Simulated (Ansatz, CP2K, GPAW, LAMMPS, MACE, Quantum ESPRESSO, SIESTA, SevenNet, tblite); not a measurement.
## Amorphous 43Bi2O3-57BaO (mol %) (99 atoms): runs against a plane-wave reference

Density of this cell: 9.49 g/cm³. The cell holds 99 atoms: 26 Bi, 17 Ba and 56 O. Cell: a = 11.487 Å, b = 11.487 Å, c = 11.487 Å, α = 90.0°, β = 90.0°, γ = 90.0°. 99 atoms (26 Gd, 17 Ba, 56 O) placed at random at 8.51 g/cm³, melted at 5000 K for 10 ps at fixed volume with the Morse and Coulomb pair potential with partial charges (Pedone, Malavasi, Menziani, Cormack and Segre, J. Phys. Chem. B 110, 11780 (2006)). Quenched from 5000 K to 300 K at 50 K/ps and fixed volume, held 5 ps, then minimised at fixed cell. Then Gd was replaced by Bi and the cell scaled by 1.02 (the potential has no terms for the new elements, so the cell is a start for a DFT relaxation).

Geometry: as built.

The reference, a calculation:

| Property | Result |
| --- | --- |
| method | Kohn-Sham DFT, PBE, SSSP efficiency 1.3.0 pseudopotentials, plane waves (Quantum ESPRESSO 7.5); sssp-pbe-1.3.0-efficiency, cutoffs 60/480 Ry, Γ point |
| r.m.s. force component | 0.6952 eV/Å |
| longest force | 2.42 eV/Å |
| pressure | 21.23 GPa |
| gap (highest filled to lowest empty level) | 1.235 eV |
| time | 9.3 min on 4 MPI ranks of Arm Neoverse V2, shared host |
| CPU time | 37 min |

Q: Estimate the differences from the reference, the CPU time and the memory of each run.
- SIESTA PBE, SZ, shift 0.01 Ry, mesh 500 Ry (SIESTA 5.4.2; 1 thread)
- GPAW PBE, LCAO sz(dzp), h 0.18 Å (GPAW 26.7.0; 1 thread)
- CP2K PBE, DZVP-UZH, 600/50 Ry, diagonalisation (CP2K 2026.2; 4 MPI ranks)
- SevenNet 0 potential (SevenNet 0; 1 thread)
- SIESTA PBE, SZ, shift 0.02 Ry, mesh 500 Ry (SIESTA 5.4.2; 1 thread)
- MACE MP-0b2 small potential (MACE MP-0b2 small; 1 thread)
- GPAW PBE, LCAO szp(dzp), h 0.18 Å (GPAW 26.7.0; 1 thread)
- SIESTA PBE, DZP, shift 0.01 Ry, mesh 500 Ry (SIESTA 5.4.2; 4 MPI ranks)
- GPAW PBE, LCAO dzp, h 0.18 Å (GPAW 26.7.0; 2 MPI ranks)
- GPAW PBE, LCAO dzp, h 0.15 Å (GPAW 26.7.0; 2 MPI ranks)

Differences are against the plane-wave reference, forces as r.m.s. over components; share is that over the reference's r.m.s. force, slope the least-squares factor from reference forces to these. Total energies of different programs have different zeros and aren't compared.

| run | Δ force, r.m.s. (meV/Å) | share (%) | slope | Δ pressure (GPa) | Δ gap (eV) | cores | CPU time | memory (GiB) |
| --- | --- | --- | --- | --- | --- | --- | --- | --- |
| reference | - | - | - | - | - | 4 | 37 min | 5.4 |
| SIESTA PBE, SZ, shift 0.01 Ry, mesh 500 Ry (coarse) | 639 | 92.0 | 1.600 | 11.3 | -0.472 | 1 | 2.5 min | 1.2 |
| GPAW PBE, LCAO sz(dzp), h 0.18 Å (coarse) | 252 | 36.3 | 1.236 | - | -0.217 | 1 | 3.6 min | 2.2 |
| CP2K PBE, DZVP-UZH, 600/50 Ry, diagonalisation | 91.9 | 13.2 | 1.077 | 4.63 | -0.0802 | 4 | 9.8 min | 8.1 |
| SevenNet 0 potential | 188 | 27.1 | 0.914 | -1.57 | - | 1 | 6.8 s | 0.9 |
| SIESTA PBE, SZ, shift 0.02 Ry, mesh 500 Ry (coarse) | 606 | 87.2 | 1.490 | 1.10 | -0.553 | 1 | 2 min | 1.1 |
| MACE MP-0b2 small potential | 191 | 27.4 | 0.878 | 0.498 | - | 1 | 5.5 s | 0.64 |
| GPAW PBE, LCAO szp(dzp), h 0.18 Å (coarse) | 180 | 25.9 | 1.168 | - | -0.132 | 1 | 7.4 min | 2.6 |
| SIESTA PBE, DZP, shift 0.01 Ry, mesh 500 Ry | 341 | 49.0 | 1.304 | 2.57 | 0.117 | 4 | 8.3 min | 3.2 |
| GPAW PBE, LCAO dzp, h 0.18 Å | 112 | 16.1 | 1.107 | - | -0.0403 | 2 | 12 min | 3.4 |
| GPAW PBE, LCAO dzp, h 0.15 Å | 111 | 15.9 | 1.110 | - | -0.0389 | 2 | 18 min | 4.9 |

Rows marked coarse were listed beforehand as settings not expected to be converged; some can still land near the reference.

Times of the machine-learned potentials are mostly Python's start and the loading of weights.

CPU time is summed over cores on a shared host, where runs went side by side, so it is rough. Symmetry, cutoffs, thresholds, outputs and thread counts weren't matched or tuned between programs; memory under MPI is the largest rank's times the ranks.

The PBE runs in local orbitals, coarse settings apart, differ by 13 % (CP2K PBE, DZVP-UZH, 600/50 Ry, diagonalisation) to 49 % (SIESTA PBE, DZP, shift 0.01 Ry, mesh 500 Ry); basis, grid and potentials can all enter. Machine-learned potentials differ by 27 % in each run; they were trained on other programs' data. Runs with settings chosen to be coarse differ by 26 % (GPAW PBE, LCAO szp(dzp), h 0.18 Å) to 92 % (SIESTA PBE, SZ, shift 0.01 Ry, mesh 500 Ry), their programs' other errors included. Of the electronic-structure runs that take under half the reference's CPU time, CP2K PBE, DZVP-UZH, 600/50 Ry, diagonalisation comes nearest, at 13 % in 9.8 min against 37 min; its pressure misses by +4.6 GPa. Machine-learned potentials mimic data converged in k, so the reference's own k-point error enters their differences. The network of bonds at the start is that of the classical potential that made the cell, and needn't be the one that DFT or experiment would give. The electronic-structure runs sample only Γ, in a cell whose shortest periodic width is 11 Å.

[Hosts, paths, dates, database ids (printed as entryN), source tags and the programs' standing remarks are cut or masked in the printed files.]
